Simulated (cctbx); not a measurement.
# What is wrong with this refinement?

Cell a = 13.5640 Å, b = 13.5640 Å, c = 13.5640 Å, α = 90.00°, β = 90.00°, γ = 90.00°; space group Fm-3m (no. 225).

Simulated single-crystal data (cctbx): Mo Kα, λ = 0.71073 Å, to d = 0.8 Å, 95 % of the full sphere, strongest reflection 5000 counts, noise from counting, a 6 % proportional error and a noise floor of 8 counts (s.d.); no absorption.

An anisotropic refinement with weights 1/σ² prints:

```text
Rint 0.099, 165 unique reflections to 0.81 A
cycle     R1     wR2    GooF  max shift (A)
   1  0.0639  0.1270   4.326   0.00465
   2  0.0330  0.0639   2.176   0.00000
final R1 0.0330 wR2 0.0639 GooF 2.176  parameters 13  data/parameter 12.7
atom        x        y        z      Ueq    occ   su(xyz)  su(Uiso or U11)
Tl1    0.34327  0.84327  0.84327   0.0197  1.000  0.00007  0.0004
Tl2    0.12325  0.62325  0.62325   0.0117  1.000  0.00007  0.0004
Ir1    0.00000  0.75000  0.75000   0.0090  1.000  0.00000  0.0009
Pr1    0.00000  0.00000  0.00000  -0.0060  1.000  0.00000  0.0008  NPD
Mo1    0.69153  0.00000  0.00000   0.0217  1.000  0.00036  0.0023
difference map: max 14.25 min -4.51 rms 0.84
Q1    0.0000  0.0000  0.0000    4   14.44  0.00 A from Pr1
Q2    0.0000  0.0000  0.5000    4    4.23  2.60 A from Mo1
Q3    0.0000  0.1003  0.3997   48    2.29  1.84 A from Mo1
Q4    0.1809  0.2500  0.2500   48    2.11  1.82 A from Tl1
Q5    0.1900  0.1900  0.3100   32    2.03  0.78 A from Tl1
Q6    0.0000  0.0000  0.2769   24    1.96  0.43 A from Mo1
```

**Question.** Can this result stand? If not, what is the likely fault?

Mend it. The fault: wrong element: Pr1 is Ir. Against the right model at the same level, R1 goes from 0.0134 to 0.0330 and GooF from 0.92 to 2.18, U of Pr1 shrinks from 0.0120 to -0.0060 Å², the top difference peak, 14.4 e/Å³, lies on Pr1 and Pr1 goes non-positive-definite. Pr1 has 18 electrons too few and its U shrinks to make up, as expected.

The compound is Tl16Mo6Ir7. The right model at the same level gives:

```text
Rint 0.099, 165 unique reflections to 0.81 A
cycle     R1     wR2    GooF  max shift (A)
   1  0.0248  0.0572   1.948   0.00524
   2  0.0134  0.0269   0.915   0.00000
final R1 0.0134 wR2 0.0269 GooF 0.915  parameters 13  data/parameter 12.7
atom        x        y        z      Ueq    occ   su(xyz)  su(Uiso or U11)
Tl1    0.34324  0.84324  0.84324   0.0197  1.000  0.00003  0.0002
Tl2    0.12326  0.62326  0.62326   0.0116  1.000  0.00003  0.0002
Ir1    0.00000  0.75000  0.75000   0.0088  1.000  0.00000  0.0004
Ir2    0.00000  0.00000  0.00000   0.0120  1.000  0.00000  0.0004
Mo1    0.69158  0.00000  0.00000   0.0212  1.000  0.00015  0.0010
difference map: max 4.84 min -3.72 rms 0.54
Q1    0.0000  0.0000  0.5000    4    4.84  2.60 A from Mo1
Q2    0.1779  0.2500  0.2500   48    2.20  1.81 A from Tl1
Q3    0.0000  0.1024  0.3976   48    2.08  1.84 A from Mo1
Q4    0.0000  0.0486  0.3324   96    1.92  0.73 A from Mo1
Q5    0.1859  0.1859  0.3141   32    1.92  0.68 A from Tl1
Q6    0.1381  0.1381  0.2061   96    1.81  1.16 A from Tl2
```

The model is made up (kin elements in a known structure type, no relaxation), so it says nothing on whether the phase exists.

[Middle refinement cycles are left out of these outputs.]

[Logs are printed without paths, hosts, clocks, repeated set-up lines and the standing remarks that a program may print on its own settings, such as how far it seeks lower states.]
